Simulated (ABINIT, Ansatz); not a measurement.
# CdH2O2 (P-3m1): G0W0 with ABINIT, start to end, part 3 of 3

How does a plane-wave GW calculation on CdH2O2 (P-3m1) run from the first input to the gap?

ABINIT 10.8.3; PBEsol and many-body steps on it, plane waves. Known limits of the many-body steps: not at the basis limit; d shell near the gap, gap tends to lie low; no spin-orbit coupling; coarse k mesh.

So far. Step 3 (Bands along the symmetry lines): The gap is 1.638 eV, as in the run before at this level. Step 4 (Empty states on the mesh, 3×3×2 mesh, 105 bands): On this mesh the gap is 1.704 eV. The earlier step found 1.638 eV, so this mesh misses an edge.

### 5. Screening, 3×3×2 mesh, 97 bands, screening to 176.9 eV

The RPA dielectric matrix is built and inverted for each q.

This step: RPA screening on PBEsol, plane waves, norm-conserving pseudopotentials.

run.abi reads:

```
acell 3*1.0 Angstrom
rprim 
  3.515525964753 0.000000000011 0.000000000000
  -1.757762982386 3.044534793135 0.000000000000
  0.000000000000 0.000000000000 4.642979290000
ntypat 3
znucl 48 1 8
natom 5
typat 1 2 2 3 3
xred 
  0.000000000000 0.000000000000 0.000000000000
  0.666666666667 0.333333333333 0.550960720000
  0.333333333333 0.666666666667 0.449039280000
  0.666666666667 0.333333333333 0.759372000000
  0.333333333333 0.666666666667 0.240628000000
pp_dirpath "pseudos"
pseudos "Cd.upf, H.upf, O.upf"
ecut 47
ngkpt 3 3 2
nshiftk 1
shiftk 0 0 0
kptopt 1
chksymbreak 0
istwfk *1
occopt 1
irdwfk 1
optdriver 3
nband 97
ecuteps 6.5
inclvkb 2
awtr 1
symchi 1
indata_prefix "in"
outdata_prefix "out"
tmpdata_prefix "tmp"
```

Started as:

```console
> OMP_NUM_THREADS=1 mpirun -n 4 abinit run.abi > log
```

Numbers of over 12 decimals in the logs are rounded to 6 here.

Log:

```text
.Version 10.8.3 of ABINIT. v10.8.2 released Aug 2026.

 Symmetries : space group P-3 m 1 (#164); Bravais hP (primitive hexag.)
[... echo of the input left out ...]
== DATASET  1 ==================================================================
-   mpi_nproc: 4, omp_nthreads: 1 (-1 if OMP is not activated)

--- !DatasetInfo
iteration_state: {dtset: 1, }
dimensions: {natom: 5, nkpt: 6, mband: 97, nsppol: 1, nspinor: 1, nspden: 1, mpw: 5160, }
cutoff_energies: {ecut:  47.0, pawecutdg:  -1.0, }
electrons: {nelect:   3.40000000E+01, charge:   0.00000000E+00, occopt:   1.00000000E+00, tsmear:   1.00000000E-02, }

 SCREENING: Calculation of the susceptibility and dielectric matrices

 Based on a program developped by R.W. Godby, V. Olevano, G. Onida, and L. Reining.
 Incorporated in ABINIT by V. Olevano, G.-M. Rignanese, and M. Torrent.
.Using double precision arithmetic ; gwpc =  8

[... cell and pseudopotentials left out ...]
--------------------------------------------------------------------------------

 ==== K-mesh for the wavefunctions ====
 Number of points in the irreducible wedge :     6
[... list of points left out ...]
 Together with 12 symmetry operations and time-reversal symmetry
 yields    18 points in the full Brillouin Zone.

 ==== Q-mesh for the screening function ====
 Number of points in the irreducible wedge :     6
[... list of points left out ...]
 Together with 12 symmetry operations and time-reversal symmetry
 yields    18 points in the full Brillouin Zone.

 setmesh: FFT mesh size selected  =    25x   25x   40
          total number of points  =        25000

 vcoul_init : cutoff-mode = AUXILIARY_FUNCTION
 q-points for optical limit:   1
     1)      0.000010    0.000020    0.000030

- screening: taking advantage of time-reversal symmetry
- Maximum band index for partially occupied states nbvw = 17
- Remaining bands to be divided among processors   nbcw = 80
- Number of bands treated by each node ~20

 Number of electrons calculated from density =   34.0000; Expected =   34.0000
 average of density, n =  0.101385
 r_s =    1.3304
 omega_plasma =   30.7145 [eV]

 calculating chi0 at frequencies [eV] :
  1    0.000000E+00    0.000000E+00
  2    0.000000E+00    3.071445E+01

--------------------------------------------------------------------------------
  q-point number  1        q = ( 0.000000, 0.000000, 0.000000) [r.l.u.]
--------------------------------------------------------------------------------
[... chi0 elements left out ...]
 For q-point:  0.000010 0.000020 0.000030
  dielectric constant =   3.8987
  dielectric constant without local fields =   4.1885

  Average fulfillment of the sum rule on Im[epsilon] for q-point    1 :     57.36  [%]
[... wings left out ...]
  q-point number  2        q = ( 0.333333, 0.000000, 0.000000) [r.l.u.]
--------------------------------------------------------------------------------
[... chi0 elements left out ...]
  Average fulfillment of the sum rule on Im[epsilon] for q-point    2 :     66.08  [%]

 [... 4 further q-points ...]
```

Run time: 15 s. Hardware: 4 MPI ranks of Arm Neoverse V2, shared host; peak memory 0.8 GiB; 60 s of CPU time.

Numbers from this step:

```yaml
eps_infinity_with_local_fields_on_this_mesh_along_the_program_s_q_direction: 3.899
the_same_without_local_fields: 4.189
plasma_frequency: 30.71 eV
plane_waves_in_the_screening_matrix: 287
```

Local fields lower ε∞ by 7 %. On a Γ-centred mesh this coarse the value itself is usually too large, while a short band sum pulls it down.

### 6. Self-energy, 3×3×2 mesh, 97 bands, screening to 176.9 eV

The self-energy is evaluated for the states that the input lists, and the levels follow from it, in one-shot runs by the linearised quasiparticle equation.

This step: G0W0 on PBEsol, plane waves, norm-conserving pseudopotentials.

Changes to run.abi since step 5:

```diff
@@ -26,8 +26,17 @@
 irdwfk 1
-optdriver 3
+optdriver 4
 nband 97
+gwcalctyp 0
+ecutsigx 47
+symsigma 1
+nkptgw 2
+kptgw 
+  0.0000000000 0.0000000000 0.5000000000
+  0.0000000000 0.0000000000 0.0000000000
+bdgw 
+  16 19
+  16 19
 ecuteps 6.5
-inclvkb 2
-awtr 1
-symchi 1
+irdscr 1
+ppmodel 1
 indata_prefix "in"
```

Log:

```text
.Version 10.8.3 of ABINIT. v10.8.2 released Aug 2026.

 Symmetries : space group P-3 m 1 (#164); Bravais hP (primitive hexag.)
[... echo of the input left out ...]
== DATASET  1 ==================================================================
-   mpi_nproc: 4, omp_nthreads: 1 (-1 if OMP is not activated)

--- !DatasetInfo
iteration_state: {dtset: 1, }
dimensions: {natom: 5, nkpt: 6, mband: 97, nsppol: 1, nspinor: 1, nspden: 1, mpw: 5160, }
cutoff_energies: {ecut:  47.0, pawecutdg:  -1.0, }
electrons: {nelect:   3.40000000E+01, charge:   0.00000000E+00, occopt:   1.00000000E+00, tsmear:   1.00000000E-02, }

 SIGMA: Calculation of the GW corrections

 Based on a program developped by R.W. Godby, V. Olevano, G. Onida, and L. Reining.
 Incorporated in ABINIT by V. Olevano, G.-M. Rignanese, and M. Torrent.
.Using double precision arithmetic ; gwpc =  8

[... cell and pseudopotentials left out ...]
--------------------------------------------------------------------------------

 ==== K-mesh for the wavefunctions ====
 Number of points in the irreducible wedge :     6
[... list of points left out ...]
 Together with 12 symmetry operations and time-reversal symmetry
 yields    18 points in the full Brillouin Zone.

 ==== Q-mesh for screening function ====
 Number of points in the irreducible wedge :     6
[... list of points left out ...]
 Together with 12 symmetry operations and time-reversal symmetry
 yields    18 points in the full Brillouin Zone.

 vcoul_init : cutoff-mode = AUXILIARY_FUNCTION
 q-points for optical limit:   1
     1)      0.000010    0.000020    0.000030
 setmesh: FFT mesh size selected  =    36x   36x   60
          total number of points  =        77760

 Number of electrons calculated from density =   34.0000; Expected =   34.0000
 average of density, n =  0.101385
 r_s =    1.3304
 omega_plasma =   30.7145 [eV]

 === KS Band Gaps ===
  >>>> For spin  1
   Minimum direct gap =   1.9829 [eV], located at k-point      :   0.0000  0.0000  0.0000
   Fundamental gap    =   1.7039 [eV], Top of valence bands at :   0.0000  0.0000  0.5000
                                       Bottom of conduction at :   0.0000  0.0000  0.0000
 SIGMA fundamental parameters:
 PLASMON POLE MODEL  1
 number of plane-waves for SigmaX                 5133
 number of plane-waves for SigmaC and W            287
 number of plane-waves for wavefunctions          5133
 number of bands                                    97
 number of independent spin polarizations            1
 number of spinorial components                      1
 number of k-points in IBZ                           6
 number of q-points in IBZ                           6
 number of symmetry operations                      12
 number of k-points in BZ                           18
 number of q-points in BZ                           18
 number of frequencies for dSigma/dE                 9
 frequency step for dSigma/dE [eV]                0.25
 number of omega for Sigma on real axis              0
 max omega for Sigma on real axis  [eV]           0.00
 zcut for avoiding poles [eV]                     0.10

 EPSILON^-1 parameters (SCR file):
 dimension of the eps^-1 matrix on file            287
 dimension of the eps^-1 matrix used               287
 number of plane-waves for wavefunctions          5133
 number of bands                                    97
 number of q-points in IBZ                           6
 number of frequencies                               2
 number of real frequencies                          1
 number of imag frequencies                          1

 matrix elements of self-energy operator (all in [eV])

 Perturbative Calculation

--- !SelfEnergy_ee
iteration_state: {dtset: 1, }
kpoint     : [   0.000,    0.000,    0.500, ]
spin       : 1
KS_gap     :    4.351
QP_gap     :    6.035
Delta_QP_KS:    1.683
data: !SigmaeeData |
     Band     E0 <VxcDFT>   SigX SigC(E0)      Z dSigC/dE  Sig(E)    E-E0       E
       16   3.042 -21.600 -27.187   4.690   0.794  -0.260 -22.313  -0.712   2.329
       17   3.042 -21.600 -27.187   4.690   0.794  -0.260 -22.313  -0.712   2.329
       18   7.393 -10.891  -6.212  -3.535   0.849  -0.177  -9.920   0.971   8.364
       19   7.401 -15.175 -10.155  -3.369   0.834  -0.200 -13.799   1.376   8.777

--- !SelfEnergy_ee
iteration_state: {dtset: 1, }
kpoint     : [   0.000,    0.000,    0.000, ]
spin       : 1
KS_gap     :    1.983
QP_gap     :    3.691
Delta_QP_KS:    1.709
data: !SigmaeeData |
     Band     E0 <VxcDFT>   SigX SigC(E0)      Z dSigC/dE  Sig(E)    E-E0       E
       16   2.763 -21.231 -26.899   4.691   0.794  -0.259 -22.008  -0.777   1.986
       17   2.763 -21.231 -26.899   4.691   0.794  -0.259 -22.008  -0.777   1.986
       18   4.745 -12.230  -7.885  -3.244   0.846  -0.182 -11.298   0.932   5.677
       19   9.234  -9.581  -4.726  -3.747   0.857  -0.166  -8.631   0.950  10.184

== END DATASET(S) ==============================================================
================================================================================

 -outvars: echo values of variables after computation  --------
           etotal      0.0000000000E+00
            nband          97
             nkpt           6
          spgroup         164
 [... the other variables as echoed above ...]

 Calculation completed.
```

Wall time 6.3 s (4 MPI ranks); peak memory 0.7 GiB.

Numbers from this step:

| Quantity | Value |
| --- | --- |
| G0W0 gap on the points computed | 3.348 eV |
| starting gap on the mesh | 1.704 eV |
| k of the valence top | 0, 0, 0.5 |
| k of the conduction bottom | 0, 0, 0 |
| Z at the valence top | 0.794 |
| Z at the conduction bottom | 0.846 |
| least direct G0W0 gap on the computed points | 3.691 eV |

The gap on the mesh goes from 1.70 eV to 3.35 eV, a correction of +1.64 eV. The start differs from the 1.64 eV found before because the two sample other k points.

Limits: finite bands, cutoff and mesh; d shell near the gap, gap tends to lie low; no spin-orbit coupling; coarse k mesh. v1 is the top filled band, c1 the lowest empty one. Levels before and after the correction, in eV, zero at the valence-band top of each column:

|  | conduction bottom | valence top |
| --- | --- | --- |
| Kohn-Sham | 1.70 | 0.00 |
| G0W0 | 3.35 | 0.00 |

```csv
,level,energy (eV)
Kohn-Sham,(0 0 0.5) v2-v1,0.000
Kohn-Sham,(0 0 0.5) c1,4.351
Kohn-Sham,(0 0 0.5) c2,4.359
Kohn-Sham,Γ v2-v1,-0.279
Kohn-Sham,Γ c1,1.704
Kohn-Sham,Γ c2,6.193
G0W0,(0 0 0.5) v2-v1,0.000
G0W0,(0 0 0.5) c1,6.035
G0W0,(0 0 0.5) c2,6.448
G0W0,Γ v2-v1,-0.343
G0W0,Γ c1,3.348
G0W0,Γ c2,7.855
```

### 7. Where the time went

Times are wall times on 4 MPI ranks of Arm Neoverse V2, shared host, good to a factor of about two.

```csv
step,time,share,memory (GiB)
ground state,36 s,26 %,0.38
bands along the symmetry lines,42 s,31 %,0.42
empty states on the mesh,37 s,27 %,0.34
screening,15 s,11 %,0.8
self-energy,6.3 s,5 %,0.7
```

### 8. Outcome

| Quantity | Value |
| --- | --- |
| PBEsol gap | 1.64 eV, indirect |
| G0W0 gap on the mesh | 3.35 eV |
| G0W0 gap over the zone (rigid shift) | 3.28 eV |
| GW settings | 3×3×2 mesh, 97 bands, screening to 176.9 eV, Godby-Needs plasmon pole |
| known limits | not at the basis limit; d shell near the gap, gap tends to lie low; no spin-orbit coupling; coarse k mesh |

G0W0 moves the gap on the mesh from 1.70 eV to 3.35 eV (+1.64 eV), with Z of 0.79 and 0.85 at the edges. The mesh misses the band edges by 0.07 eV in all; a rigid shift gives 3.28 eV for the zone. Local fields lower the RPA ε∞ on this mesh from 4.19 to 3.90; a Γ-centred mesh this coarse tends to raise both, most where the direct gap is narrow, while a short band sum lowers them. Only 2 of the mesh's irreducible points were corrected, so a valley elsewhere could overtake. Bands and cutoff are finite, so the gap is not at the basis limit. The miss can reach some tenths of an eV and take either sign; the mesh is an error of its own. In the G0W0 run levels were corrected at 2 k points alone, so a gap called «on the mesh» is the least over those, and an edge elsewhere would be missed. A denser mesh or path gives a starting gap of 1.64 eV: the GW mesh misses a band edge, so its gaps are not the fundamental one. The 3×3×2 mesh is coarse for this cell, which bears on the long-range parts of exchange and screening. A d shell, filled or nearly so, lies near the gap. One-shot GW converges very slowly in bands there, not always from below, and on a semilocal start the gap tends to come out low; starts rich in exact exchange can overshoot instead. The many-body steps are scalar-relativistic: spin-orbit coupling is not in them.

[Paths, hosts, dates, memory and timing lines, banners, echoed tables and standing remarks are left out of the program output.]

[Logs are printed without paths, hosts, clocks, repeated set-up lines and the standing remarks that a program may print on its own settings, such as how far it seeks lower states.]

[Runs of the session that timed out or met a known fault of the program may be left out.]

[Hosts, paths, dates, database ids (printed as entryN), source tags and the programs' standing remarks are cut or masked in the printed files.]

[G0W0 gaps are taken among the corrected bands and points alone; a level outside them can change the order at an edge.]

[Where Ansatz stands beside ABINIT at settings called matched, ABINIT's density can come from a denser mesh and the files from another edition; pairs whose starting gaps differed by over 0.03 eV were left out, so agreement reads better than it is.]
